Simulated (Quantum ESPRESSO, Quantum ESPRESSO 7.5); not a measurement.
# Ir(100), 5 layers: cutoff convergence

Aim: how far one choice must go before the vacuum level and the energy of Ir(100), 5 layers stand still, and what it costs.

Calculated with Quantum ESPRESSO 7.5; plane-wave DFT, PBE, GBRV ultrasoft pseudopotentials.

## (1) The structure

The cell holds 5 atoms: 5 Ir. Its edges and angles: a = 2.715 Å, b = 2.715 Å, c = 23.680 Å, α = 90.0°, β = 90.0°, γ = 90.0°. It derives from Ir. Vacuum lies along c.

## (2) Self-consistent run: ecutwfc 60 Ry, ecutrho 300 Ry

The first run is the reference of the series.

c0.in

```
&control
  prefix = 'c0'
  outdir = './out'
  pseudo_dir = './pseudo'
  calculation = 'scf'
  tprnfor = .true.
/
&system
  ibrav = 0
  nat = 5
  ntyp = 1
  ecutwfc = 60
  ecutrho = 300
  occupations = 'smearing'
  smearing = 'mv'
  degauss = 0.02
  assume_isolated = 'esm'
  esm_bc = 'bc1'
/
&electrons
  conv_thr = 1e-07
  mixing_beta = 0.4
  electron_maxstep = 120
  mixing_mode = 'local-TF'
/
ATOMIC_SPECIES
  Ir  192.2170  ir_pbe_v1.2.uspp.F.UPF
CELL_PARAMETERS angstrom
  2.71529003975634 0.00000000000000 0.00000000000000
  0.00000000000000 2.71529003975634 0.00000000000000
  0.00000000000000 0.00000000000000 23.68000000000000
ATOMIC_POSITIONS crystal
  Ir  0.000000000000 0.000000000000 -0.162162162162
  Ir  0.500000000000 0.500000000000 -0.081081081081
  Ir  0.000000000000 0.000000000000 0.000000000000
  Ir  0.500000000000 0.500000000000 0.081081081081
  Ir  0.000000000000 0.000000000000 0.162162162162
K_POINTS automatic
  10 10 1 0 0 0
```

The run is started by

```bash
> OMP_NUM_THREADS=1 mpirun -n 4 pw.x -nk 4 -in c0.in > c0.out
```

Output:

```text
Program PWSCF v.7.5 starts
[citation notice left out]

     Parallel version (MPI & OpenMP), running on       4 processor cores
     Number of MPI processes:                 4
     Threads/MPI process:                     1

     MPI processes distributed on     1 nodes
[...]
Current dimensions of program PWSCF are:
     Max number of different atomic species (ntypx) = 10
     Max number of k-points (npk) =  40000
     Max angular momentum in pseudopotentials (lmaxx) =  4
     Message from routine setup:
     using ibrav=0 with symmetry is DISCOURAGED, use correct ibrav instead

     K-points division:     npool     =       4
     Subspace diagonalization in iterative solution of the eigenvalue problem:
     a serial algorithm will be used

     G-vector sticks info
     --------------------
     sticks:   dense  smooth     PW     G-vecs:    dense   smooth      PW
     Sum         633     505    149               103223    73957   12559

     Using Slab Decomposition

     bravais-lattice index     =            0
     lattice parameter (alat)  =       5.1312  a.u.
     unit-cell volume          =    1178.1776 (a.u.)^3
     number of atoms/cell      =            5
     number of atomic types    =            1
     number of electrons       =        75.00
     number of Kohn-Sham states=           46
     kinetic-energy cutoff     =      60.0000  Ry
     charge density cutoff     =     300.0000  Ry
     scf convergence threshold =      1.0E-07
     mixing beta               =       0.4000
     number of iterations used =            8  local-TF  mixing
     Exchange-correlation= SLA  PW   PBE  PBE
                           (   1   4   3   4   0   0   0)

     Effective Screening Medium Method
     =================================
     Boundary Conditions: Vacuum-Slab-Vacuum
     total charge in unit cell        =   0.0000
     grid points for fit at edges     =        4

     celldm(1)=   5.131155  celldm(2)=   0.000000  celldm(3)=   0.000000
     celldm(4)=   0.000000  celldm(5)=   0.000000  celldm(6)=   0.000000

     crystal axes: (cart. coord. in units of alat)
               a(1) = (   1.000000   0.000000   0.000000 )
               a(2) = (   0.000000   1.000000   0.000000 )
               a(3) = (   0.000000   0.000000   8.720984 )

     reciprocal axes: (cart. coord. in units 2 pi/alat)
               b(1) = (  1.000000  0.000000  0.000000 )
               b(2) = (  0.000000  1.000000  0.000000 )
               b(3) = (  0.000000  0.000000  0.114666 )

     PseudoPot. # 1 for Ir read from file:
     ./pseudo/ir_pbe_v1.2.uspp.F.UPF
     Pseudo is Ultrasoft + core correction, Zval = 15.0
     Generated by new atomic code, or converted to UPF format
     Using radial grid of  983 points,  7 beta functions with:
                l(1) =   0
                l(2) =   0
                l(3) =   1
                l(4) =   1
                l(5) =   1
                l(6) =   2
                l(7) =   2
     Q(r) pseudized with  8 coefficients,  rinner =    1.400   1.400   1.400
                                                       1.400   1.400

     atomic species   valence    mass     pseudopotential
     Ir               15.00   192.21700     Ir( 1.00)

     16 Sym. Ops., with inversion, found

   Cartesian axes

     site n.     atom                  positions (alat units)
         1        Ir     tau(   1) = (   0.0000000   0.0000000  -1.4142136  )
         2        Ir     tau(   2) = (   0.5000000   0.5000000  -0.7071068  )
         3        Ir     tau(   3) = (   0.0000000   0.0000000   0.0000000  )
         4        Ir     tau(   4) = (   0.5000000   0.5000000   0.7071068  )
         5        Ir     tau(   5) = (   0.0000000   0.0000000   1.4142136  )

     number of k points=    21  Marzari-Vanderbilt smearing, width (Ry)=  0.0200
                       cart. coord. in units 2pi/alat
        k(    1) = (   0.0000000   0.0000000   0.0000000), wk =   0.0200000
        k(    2) = (   0.0000000   0.1000000   0.0000000), wk =   0.0800000
        k(    3) = (   0.0000000   0.2000000   0.0000000), wk =   0.0800000
        k(    4) = (   0.0000000   0.3000000   0.0000000), wk =   0.0800000
        k(    5) = (   0.0000000   0.4000000   0.0000000), wk =   0.0800000
        k(    6) = (   0.0000000  -0.5000000   0.0000000), wk =   0.0400000
        k(    7) = (   0.1000000   0.1000000   0.0000000), wk =   0.0800000
        k(    8) = (   0.1000000   0.2000000   0.0000000), wk =   0.1600000
        k(    9) = (   0.1000000   0.3000000   0.0000000), wk =   0.1600000
        k(   10) = (   0.1000000   0.4000000   0.0000000), wk =   0.1600000
[...]
k(   21) = (  -0.5000000  -0.5000000   0.0000000), wk =   0.0200000

     Dense  grid:   103223 G-vectors     FFT dimensions: (  30,  30, 250)

     Smooth grid:    73957 G-vectors     FFT dimensions: (  25,  25, 225)

     Estimated max dynamical RAM per process >     223.05 MB

     Estimated total dynamical RAM >     816.58 MB

     Initial potential from superposition of free atoms

     starting charge      72.4998, renormalised to      75.0000

     negative rho (up, down):  1.889E+00 0.000E+00
     Starting wfcs are   60 randomized atomic wfcs

     total cpu time spent up to now is        1.9 secs

     per-process dynamical memory:   108.5 Mb

     Self-consistent Calculation

     iteration #  1     ecut=    60.00 Ry     beta= 0.40
     Davidson diagonalization with overlap
     ethr =  1.00E-02,  avg # of iterations =  2.7

     negative rho (up, down):  1.735E+00 0.000E+00

     total cpu time spent up to now is        5.5 secs

     total energy              =    -908.98799869 Ry
     estimated scf accuracy    <       6.96794486 Ry

     iteration #  2     ecut=    60.00 Ry     beta= 0.40
[...]
negative rho (up, down):  1.586E+00 0.000E+00

[...]
total energy              =    -908.42456115 Ry
     estimated scf accuracy    <       2.33425503 Ry

     iteration #  3     ecut=    60.00 Ry     beta= 0.40
[...]
negative rho (up, down):  1.546E+00 0.000E+00

[...]
total energy              =    -908.40212204 Ry
     estimated scf accuracy    <       0.35228930 Ry

     iteration #  4     ecut=    60.00 Ry     beta= 0.40
[...]
negative rho (up, down):  1.613E+00 0.000E+00

[...]
total energy              =    -908.66098682 Ry
     estimated scf accuracy    <       0.08527375 Ry

     iteration #  5     ecut=    60.00 Ry     beta= 0.40
[...]
iteration # 12     ecut=    60.00 Ry     beta= 0.40
[...]
c_bands:  1 eigenvalues not converged
     c_bands:  1 eigenvalues not converged
     c_bands:  1 eigenvalues not converged
     c_bands:  1 eigenvalues not converged
     c_bands:  1 eigenvalues not converged
[...]
negative rho (up, down):  1.652E+00 0.000E+00

[...]
total energy              =    -908.70643359 Ry
     estimated scf accuracy    <       0.00862174 Ry

     iteration # 13     ecut=    60.00 Ry     beta= 0.40
[...]
c_bands:  1 eigenvalues not converged
[...]
negative rho (up, down):  1.654E+00 0.000E+00

[...]
total energy              =    -908.70432400 Ry
     estimated scf accuracy    <       0.01777291 Ry

     iteration # 14     ecut=    60.00 Ry     beta= 0.40
[...]
negative rho (up, down):  1.655E+00 0.000E+00

[...]
total energy              =    -908.70409292 Ry
     estimated scf accuracy    <       0.01003656 Ry

[...]
iteration # 29     ecut=    60.00 Ry     beta= 0.40
[...]
c_bands:  1 eigenvalues not converged
[...]
negative rho (up, down):  1.604E+00 0.000E+00

[...]
total energy              =    -908.71054071 Ry
     estimated scf accuracy    <       0.00004361 Ry

     iteration # 30     ecut=    60.00 Ry     beta= 0.40
[...]
c_bands:  1 eigenvalues not converged
[...]
negative rho (up, down):  1.604E+00 0.000E+00

[...]
total energy              =    -908.71072537 Ry
     estimated scf accuracy    <       0.00001203 Ry

     iteration # 31     ecut=    60.00 Ry     beta= 0.40
[...]
c_bands:  1 eigenvalues not converged
[...]
negative rho (up, down):  1.604E+00 0.000E+00

[...]
total energy              =    -908.71085673 Ry
     estimated scf accuracy    <       0.00000443 Ry

     iteration # 32     ecut=    60.00 Ry     beta= 0.40
[...]
c_bands:  1 eigenvalues not converged
[...]
negative rho (up, down):  1.604E+00 0.000E+00

[...]
total energy              =    -908.71087591 Ry
     estimated scf accuracy    <       0.00000058 Ry

     iteration # 33     ecut=    60.00 Ry     beta= 0.40
[...]
negative rho (up, down):  1.604E+00 0.000E+00

[...]
total energy              =    -908.71088954 Ry
     estimated scf accuracy    <       0.00000848 Ry

     iteration # 34     ecut=    60.00 Ry     beta= 0.40
[...]
negative rho (up, down):  1.604E+00 0.000E+00

[...]
total energy              =    -908.71087047 Ry
     estimated scf accuracy    <       0.00000146 Ry

     iteration # 35     ecut=    60.00 Ry     beta= 0.40
[...]
negative rho (up, down):  1.604E+00 0.000E+00

[...]
total energy              =    -908.71087218 Ry
     estimated scf accuracy    <       0.00000020 Ry

     iteration # 36     ecut=    60.00 Ry     beta= 0.40
[...]
negative rho (up, down):  1.604E+00 0.000E+00

[...]
End of self-consistent calculation

          k = 0.0000 0.0000 0.0000 (  9183 PWs)   bands (ev):

   -55.5392 -55.2968 -55.1278 -55.1278 -55.0265 -55.0144 -55.0144 -54.9208
   -54.9208 -54.3126 -54.3087 -54.2525 -54.2525 -54.2523 -54.2523 -15.9863
   -14.5196 -13.2765 -12.5875 -12.5736 -12.3315 -11.7989 -10.8158  -9.8730
    -9.4392  -9.0570  -9.0570  -8.1228  -8.0598  -8.0598  -7.5829  -7.1417
    -6.8803  -6.6890  -6.6890  -6.5281  -5.9806  -5.3094  -5.2550  -5.2550
    -5.0524  -4.6638  -4.5249  -4.3126  -4.3126  -3.8423

          k = 0.0000 0.1000 0.0000 (  9223 PWs)   bands (ev):

   -55.5269 -55.3166 -55.1449 -55.1192 -55.1006 -55.0104 -54.9865 -54.9637
   -54.9220 -54.3086 -54.3071 -54.2905 -54.2895 -54.2499 -54.2497 -15.7054
   -14.2804 -13.0620 -12.3916 -12.3548 -12.1187 -11.6055 -10.6832  -9.8317
    -9.2857  -9.1029  -8.9864  -8.7178  -8.1543  -8.1371  -7.5114  -7.2862
    -7.0445  -6.8597  -6.6258  -6.2831  -6.1241  -5.9454  -5.8301  -5.4256
    -4.9584  -4.9004  -4.6825  -4.2375  -3.7652  -2.2415

          k = 0.0000 0.2000 0.0000 (  9287 PWs)   bands (ev):

   -55.4997 -55.3843 -55.2108 -55.1916 -55.0954 -55.0550 -54.9998 -54.9917
   -54.9267 -54.3904 -54.3889 -54.2990 -54.2986 -54.2430 -54.2430 -14.9418
   -13.7294 -12.6911 -12.0307 -11.8213 -11.6585 -10.8432 -10.0775  -9.8177
    -9.1235  -9.0253  -8.9251  -8.8790  -8.8265  -8.3877  -7.7997  -7.6245
    -7.4671  -7.0444  -6.6827  -6.6031  -6.4472  -6.3042  -6.0138  -5.3654
    -5.0894  -4.6232  -4.5094  -4.3683  -2.3789   0.1835

          k = 0.0000 0.3000 0.0000 (  9297 PWs)   bands (ev):

   -55.5003 -55.4828 -55.2957 -55.2868 -55.1032 -55.0613 -55.0241 -54.9867
   -54.9370 -54.5065 -54.5052 -54.2920 -54.2910 -54.2346 -54.2345 -13.9500
   -13.2987 -12.5550 -11.6880 -11.6709 -10.7487 -10.0241  -9.8091  -9.2756
    -9.1180  -9.0856  -8.8144  -8.7468  -8.6205  -8.6086  -7.9718  -7.9419
    -7.8970  -7.7019  -6.7896  -6.4319  -6.1344  -5.8766  -5.6434  -5.6021
    -4.9572  -4.7162  -4.5055  -3.6335  -1.1482   0.7751

          k = 0.0000 0.4000 0.0000 (  9278 PWs)   bands (ev):

   -55.5651 -55.5554 -55.4044 -55.2771 -55.1158 -55.0671 -55.0242 -54.9760
   -54.9547 -54.5958 -54.5937 -54.2869 -54.2866 -54.2277 -54.2277 -13.2701
   -13.1843 -12.4587 -11.7516 -11.2299 -10.2362  -9.8299  -9.7395  -9.4055
    -9.0521  -9.0455  -8.9983  -8.9206  -8.5199  -8.3726  -8.1928  -8.0126
    -7.1608  -6.9540  -6.4938  -6.4187  -5.4240  -5.3237  -5.2119  -5.0093
    -4.7274  -4.6813  -4.3695  -2.9001  -1.1779  -0.1447

          k = 0.0000-0.5000 0.0000 (  9268 PWs)   bands (ev):

   -55.5962 -55.5856 -55.4480 -55.2575 -55.1196 -55.0902 -54.9994 -54.9722
   -54.9719 -54.6298 -54.6249 -54.2856 -54.2845 -54.2251 -54.2251 -13.1841
   -13.1755 -12.2686 -11.8316 -10.9802  -9.8948  -9.8730  -9.8175  -9.5082
    -9.2489  -9.1719  -9.1584  -8.8710  -8.4212  -8.3699  -8.0349  -7.9888
    -7.3124  -6.4384  -6.3011  -5.6858  -5.2770  -5.2119  -5.0863  -4.8696
    -4.6769  -3.7556  -3.2441  -2.7610  -2.7103  -0.4566

[...]
the Fermi energy is    -5.5400 ev

!    total energy              =    -908.71084831 Ry
     estimated scf accuracy    <       0.00000005 Ry
     smearing contrib. (-TS)   =       0.00193640 Ry
     internal energy E=F+TS    =    -908.71278472 Ry

     The total energy is F=E-TS. E is the sum of the following terms:
     one-electron contribution =   16034.80542555 Ry
     hartree contribution      =   -8029.36617609 Ry
     xc contribution           =    -251.77899914 Ry
     ewald contribution        =   -8662.37303503 Ry

     convergence has been achieved in  36 iterations

     negative rho (up, down):  1.604E+00 0.000E+00

     Forces acting on atoms (cartesian axes, Ry/au):

     atom    1 type  1   force =     0.00000000    0.00000000    0.02683515
     atom    2 type  1   force =     0.00000000    0.00000000   -0.04607905
     atom    3 type  1   force =     0.00000000    0.00000000    0.00000000
     atom    4 type  1   force =     0.00000000    0.00000000    0.04607905
     atom    5 type  1   force =     0.00000000    0.00000000   -0.02683515

     Total force =     0.075411     Total SCF correction =     0.001679

[...]
=------------------------------------------------------------------------------=
   JOB DONE.
=------------------------------------------------------------------------------=
[...]
```

The job ended after 3.7 min (4 MPI ranks of Arm Neoverse V2, shared host; peak memory 0.98 GiB).

This step gave:

```
free energy                                                    : -12363.6409 eV
Fermi energy                                                   : -5.54 eV
vacuum line at the lower end of the cell, over the Fermi level : 5.54 eV
vacuum line at the upper end of the cell, over the Fermi level : 5.540 eV
```

The potential energy, planar mean oscillates, so the rows of the table below give means over windows of 1.89 Å about each position, cut where the curve ends. Its maxima inside the range that stand out by 2 % of the span (Å: eV): -2.8: -3.99, -0.9: -4.31, 0.9: -4.31, 2.8: -3.99. Its minima: -3.8: -22.3, -1.9: -23.0, 0.0: -23.1, 1.9: -23.0, 3.8: -22.3.

Electrostatic potential energy of an electron; zero at the Fermi level. Potential energy, planar mean against z; means over each step:

```
 z (Å)  potential energy, planar mean (eV)
-10.89                                5.54
 -9.00                                5.54
 -7.11                                5.51
 -5.22                                1.29
 -3.33                               -13.6
 -1.44                               -14.2
  0.45                               -14.2
  2.34                               -14.0
  4.23                               -11.4
  6.12                                5.16
  8.01                                5.54
  9.90                                5.54
```

The program's own clock; routines nest. Time by routine:

```
     routine  wall time (s)  calls
       PWSCF          222.7      1
   electrons          220.1      1
     c_bands          184.2     36
     cegterg          158.3    216
       h_psi          91.16   1885
        fftw          66.47  83532
    vloc_psi          65.29   1885
    sum_band          17.27     36
      calbec          16.33   2125
h_psi:calbec          12.75   1885
  add_vuspsi          12.73   1885
       s_psi          12.59   1885
     mix_rho          11.45     36
        ffts           5.68   4280
```

The vacuum levels are read from the outermost 0.7 Å of the cell on either side.

The run needed 36 iterations to bring the estimated error under 1e-07 Ry; the largest force on any atom, held or free, is 1.18 eV/Å.

Inside the slab this potential holds the local part of the pseudopotentials, which can be repulsive at the nuclei; only its value in the vacuum has a meaning of its own.

(Part 1 of 4 ends here.)

[Logs are printed without paths, hosts, clocks, repeated set-up lines and the standing remarks that a program may print on its own settings, such as how far it seeks lower states.]

[Hosts, paths, dates, database ids (printed as entryN), source tags and the programs' standing remarks are cut or masked in the printed files.]

[Maps of the electrostatic potential energy from Ansatz leave out the sawtooth potential of an applied field or a dipole correction, so their vacuum need not be flat; planar profiles and work functions include it.]
